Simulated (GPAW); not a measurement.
## linear V chain, spacing 2.466 A: from the magnetic state to anisotropy

Aim: the anisotropy of linear V chain, spacing 2.466 A from the Kohn–Sham states of one collinear run.

Method: LDA; plane waves with GPAW's PAW setups, scalar-relativistic, in GPAW 26.7.0.

This is a report of a sequence of runs, with most program output left out.

**1. Set-up**

The cell holds 1 atom: 1 V. Cell: a = 12.000 Å, b = 12.000 Å, c = 2.466 Å, α = 90.0°, β = 90.0°, γ = 90.0°. model lattice. Vacuum lies along a and b. The structure's axis is c.

**2. The magnetic state**

All later steps read the density of this run.

order1.py reads:

```python
import json
import numpy as np
from ase import Atoms
from ase.parallel import paropen, parprint
from gpaw import GPAW

atoms = Atoms(['V'],
    cell=[[12.0, 0.0, 0.0],
         [0.0, 12.0, 0.0],
         [0.0, 0.0, 2.466]],
    scaled_positions=[[0.5, 0.5, 0.0]],
    pbc=True,
    magmoms=[1.5])
atoms.calc = GPAW(mode={'name': 'pw', 'ecut': 550},
    xc='LDA',
    kpts={'size': (1, 1, 14), 'gamma': True},
    occupations={'name': 'fermi-dirac', 'width': 0.1},
    convergence={'density': 0.0001, 'energy': 1e-05},
    maxiter=200,
    eigensolver='davidson',
    txt='order1.txt')
e = atoms.get_potential_energy(force_consistent=True)
res = {'free_energy': e, 'energy_sigma0': atoms.get_potential_energy(), 'fermi_energy': atoms.calc.get_fermi_level()}
res['moments'] = atoms.get_magnetic_moments().tolist()
res['total'] = atoms.get_magnetic_moment()
parprint('site moments (muB):', np.round(res['moments'], 3))
parprint(f"total moment: {res['total']:.3f} muB")
parprint(f'free energy: {e:.6f} eV')
atoms.calc.write('order1.gpw')
with paropen('results.json', 'w') as f:
    json.dump(res, f)
```

Run with:

```console
OMP_NUM_THREADS=1 python3 order1.py > order1.log
```

It took 22 s on 1 MPI rank of AMD EPYC 9R45, shared host; peak memory 0.33 GiB.

Read from the output:

```
magnetization  : 3.949 μB
final state    : ferromagnetic
largest moment : 2.899 μB
```

After 26 cycles the largest moment stands at 2.90 μB.

**3. More states at fixed density**

The steps that follow sum over empty states, which the ground-state run does not converge; 13 states a spin are converged here at the frozen density and written with their wave functions.

It starts from the saved density of the parallel state, which is not the lowest.

nscf.py reads:

```python
from gpaw import GPAW

calc = GPAW('order1.gpw').fixed_density(
    kpts={'size': (1, 1, 14), 'gamma': True},
    nbands=17,
    convergence={'bands': 13, 'eigenstates': 1e-9},
    parallel={'domain': 1},
    txt='nscf.txt')
calc.write('nscf.gpw', mode='all')
```

Run with:

```console
OMP_NUM_THREADS=1 python3 nscf.py > nscf.log
```

Wall time 31 s (1 MPI rank); peak memory 0.35 GiB.

**4. Magnetocrystalline anisotropy**

Spin–orbit coupling is added in the basis of the saved states for each direction of the moments. The change in the band energy is the anisotropy energy, with no new self-consistent run.

anisotropy.py reads:

```python
import json
import numpy as np
from ase.parallel import paropen, parprint
from gpaw import GPAW
from gpaw.spinorbit import soc_eigenstates

calc = GPAW('nscf.gpw')
angles = [[0.0, 0.0], [90.0, 0.0], [90.0, 90.0], [90.0, 45.0], [54.7356, 45.0], [45.0, 0.0]]  # theta, phi in degrees
res = {'rows': []}
for scale in [1.0]:
    e0 = None
    for theta, phi in angles:
        soc = soc_eigenstates(calc, n2=13, scale=scale, theta=theta, phi=phi)
        e = soc.calculate_band_energy()
        e0 = e if e0 is None else e0
        orbital = soc.get_orbital_magnetic_moments()
        res['rows'].append([scale, theta, phi, 1000 * (e - e0), orbital.tolist()])
        parprint(f'scale {scale} theta {theta:6.1f} phi {phi:6.1f}  dE = {1000 * (e - e0):9.4f} meV  |L| =', np.round(np.linalg.norm(orbital, axis=1), 4))
with paropen('results.json', 'w') as f:
    json.dump(res, f)
```

Run with:

```console
OMP_NUM_THREADS=1 python3 anisotropy.py > anisotropy.log
```

Run time: 1.9 s. Hardware: 1 MPI rank; peak memory 0.2 GiB.

Theta from the Cartesian z axis, phi from x; spin up lies along the direction. Anisotropy, by row:

```tsv
spin-orbit scale	theta (degrees)	phi (degrees)	band energy less that along z (meV a cell)	orbital moment of atom 1 along the direction (μB)	sum of orbital moments along the direction (μB a cell)
1	0	0	0	-0.1026	-0.1026
1	90	0	0.7129	-0.03157	-0.03157
1	90	90	0.7129	-0.03157	-0.03157
1	90	45	0.7129	-0.03157	-0.03157
1	54.74	45	0.4745	-0.05532	-0.05532
1	45	0	0.3556	-0.06716	-0.06716
```

**5. What came out**

```json
{
  "state": "ferromagnetic",
  "largest site moment": "2.90 μB",
  "spread of the directions' energies": "0.713 meV a cell",
  "easiest direction tried": "theta 0°, phi 0°"
}
```

About the ferromagnetic state the directions differ by 0.713 meV a cell, with theta 0°, phi 0° easiest. Another order that was tried lies lower, so this state is not the ground state and its excitations are those of a higher state. The anisotropy comes from the force theorem at a frozen potential; it needs a check on a finer mesh, and shape anisotropy is not in it.

[Logs and program files are shortened in this print: banners, set-up blocks, solver, clock and traceback lines can be left out without a mark of their own.]

[Logs are printed without paths, hosts, clocks, repeated set-up lines and the standing remarks that a program may print on its own settings, such as how far it seeks lower states.]

[Hosts, paths, dates, database ids (printed as entryN), source tags and the programs' standing remarks are cut or masked in the printed files.]

[Where a cell is said to come from a database of computed structures, the database is the Materials Project.]
